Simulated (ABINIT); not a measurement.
Planning a run of ABINIT 10.8.3 on SnF3 (Fm-3m). The input:

```
acell 3*1.0 Angstrom
rprim 
  -0.000000000000 4.348975944800 4.348975944800
  4.348975944800 0.000000000000 4.348975944800
  4.348975944800 4.348975944800 -0.000000000000
ntypat 2
znucl 50 9
natom 8
typat 1 1 2 2 2 2 2 2
xred 
  0.500000000000 0.500000000000 0.500000000000
  0.000000000000 0.000000000000 -0.000000000000
  0.728190550000 0.271809450000 0.728190550000
  0.271809450000 0.271809450000 0.728190550000
  0.271809450000 0.728190550000 0.271809450000
  0.271809450000 0.728190550000 0.728190550000
  0.728190550000 0.271809450000 0.271809450000
  0.728190550000 0.728190550000 0.271809450000
pp_dirpath "pseudos"
pseudos "Sn.upf, F.upf"
ecut 38
ngkpt 2 2 2
nshiftk 1
shiftk 0 0 0
kptopt 1
chksymbreak 0
istwfk *1
occopt 1
irdwfk 1
optdriver 4
nband 195
gwcalctyp 10
ecutsigx 38
symsigma 1
nkptgw 3
kptgw 
  0.0000000000 0.0000000000 0.0000000000
  0.5000000000 0.0000000000 0.0000000000
  0.5000000000 0.5000000000 0.0000000000
bdgw 
  25 52
  25 52
  25 52
ecuteps 4.8
irdscr 1
ppmodel 1
irdqps 1
indata_prefix "in"
outdata_prefix "out"
tmpdata_prefix "tmp"
```

```sh
OMP_NUM_THREADS=1 mpirun -n 8 abinit run.abi > log
```

Question: How long will it take on 8 MPI ranks of AMD EPYC 9R14 (Zen 4), shared host, and how much memory?

It took 1.8 min; on shared hardware allow 53 s to 3.5 min. Peak host memory was 8.1 GiB.

[Paths, hosts, dates, memory and timing lines, banners, echoed tables and standing remarks are left out of the program output.]

[Logs are printed without paths, hosts, clocks, repeated set-up lines and the standing remarks that a program may print on its own settings, such as how far it seeks lower states.]

[Runs of the session that timed out or met a known fault of the program may be left out.]

[Hosts, paths, dates, database ids (printed as entryN), source tags and the programs' standing remarks are cut or masked in the printed files.]

[G0W0 gaps are taken among the corrected bands and points alone; a level outside them can change the order at an edge.]

[Where Ansatz stands beside ABINIT at settings called matched, ABINIT's density can come from a denser mesh and the files from another edition; pairs whose starting gaps differed by over 0.03 eV were left out, so agreement reads better than it is.]
